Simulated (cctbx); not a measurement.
# What is wrong with this refinement?

Cell a = 6.0750 Å, b = 6.0750 Å, c = 14.6540 Å, α = 90.00°, β = 90.00°, γ = 120.00°; space group R3m (no. 160).

Simulated single-crystal data (cctbx): Mo Kα, λ = 0.71073 Å, to d = 0.8 Å, 80 % of the full sphere, strongest reflection 40000 counts, noise from counting, a 6 % proportional error and a noise floor of 2 counts (s.d.); no absorption.

An anisotropic refinement with weights 1/σ² prints:

```text
Rint 0.040, 274 unique reflections to 0.80 A
cycle     R1     wR2    GooF  max shift (A)
   1  0.0362  0.1388   2.581   0.09058
   7  0.0312  0.0950   1.767   0.00018
final R1 0.0312 wR2 0.0950 GooF 1.767  parameters 33  data/parameter 8.3
atom        x        y        z      Ueq    occ   su(xyz)  su(Uiso or U11)
As1    0.33333  0.66667  0.66422   0.0138  1.000  0.00019  0.0008
Ni1    0.49679  0.50321  0.00150   0.0073  1.000  0.00025  0.0005
O1     0.16444  0.83556  0.07370   0.0189  1.000  0.00157  0.0047
O2     0.50976  0.49024  0.25126   0.0127  1.000  0.00145  0.0043
O3     0.33333  0.66667  0.40234   0.0154  1.000  0.00155  0.0046
O4     0.33333  0.66667  0.91912   0.0031  1.000  0.00134  0.0030
Li1    0.49370  0.50630  0.49747   0.0522  1.000  0.00184  0.0109  NPD
difference map: max 2.58 min -0.42 rms 0.20
Q1    0.0000  0.0000  0.5037    3    2.60  2.20 A from O2
Q2    0.9989  0.4995  0.4987    9    2.13  0.07 A from Li1
Q3    0.0000  0.0000  0.9973    3    0.80  0.00 A from As1
Q4    0.9996  0.4998  0.9998    9    0.78  0.04 A from Ni1
Q5    0.0000  0.0000  0.7462    3    0.62  0.15 A from O3
Q6    0.0000  0.0000  0.2476    3    0.50  0.07 A from O4
```

**Question.** Can this result stand? If not, what is the likely fault?

Mend it. The fault: an atom left out, Li at (1/3, 2/3, 0.1668). Against the right model at the same level, R1 goes from 0.0185 to 0.0312 and GooF from 0.99 to 1.77, the top difference peak, 2.6 e/Å³, lies 2.20 Å from O2 and Li1 goes non-positive-definite. Q1 is the missing atom. With scattering power missing, scale and phases suffer, so peaks may also grow on the heavy atoms.

The compound is Li4Ni3AsO8. The right model at the same level gives:

```text
Rint 0.040, 274 unique reflections to 0.80 A
cycle     R1     wR2    GooF  max shift (A)
   1  0.0231  0.0745   1.394   0.02119
   8  0.0185  0.0531   0.993   0.00031
final R1 0.0185 wR2 0.0531 GooF 0.993  parameters 36  data/parameter 7.6
atom        x        y        z      Ueq    occ   su(xyz)  su(Uiso or U11)
As1    0.33333  0.66667  0.66405   0.0143  1.000  0.00011  0.0005
Ni1    0.49700  0.50300  0.00133   0.0082  1.000  0.00016  0.0003
O1     0.16261  0.83739  0.07592   0.0158  1.000  0.00092  0.0022
O2     0.51180  0.48820  0.25169   0.0144  1.000  0.00086  0.0026
O3     0.33333  0.66667  0.40293   0.0112  1.000  0.00087  0.0022
O4     0.33333  0.66667  0.92120   0.0083  1.000  0.00081  0.0020
Li1    0.49689  0.50311  0.49280   0.0301  1.000  0.00215  0.0051
Li2    0.33333  0.66667  0.16667   0.0402  1.000  0.00303  0.0068
Flack x: 0.002(15)
Hooft y: 0.003(19)  Bijvoet pairs: 134
difference map: max 0.42 min -0.30 rms 0.08
Q1    0.0000  0.0000  0.5002    3    0.43  0.00 A from Li2
Q2    0.0020  0.5010  0.5009    9    0.39  0.12 A from Li1
Q3    0.0000  0.0000  0.8988    3    0.31  1.45 A from As1
Q4    0.0000  0.0000  0.3608    3    0.30  1.56 A from O4
Q5    0.1698  0.3397  0.7095    9    0.26  1.71 A from Li1
Q6    0.0000  0.0000  0.6269    3    0.21  1.60 A from O3
```

The model was made for the exercise: a known structure type with other elements put in, its volume estimated, not relaxed; displacement parameters are assumed.

[Middle refinement cycles are left out of these outputs.]

[Logs are printed without paths, hosts, clocks, repeated set-up lines and the standing remarks that a program may print on its own settings, such as how far it seeks lower states.]
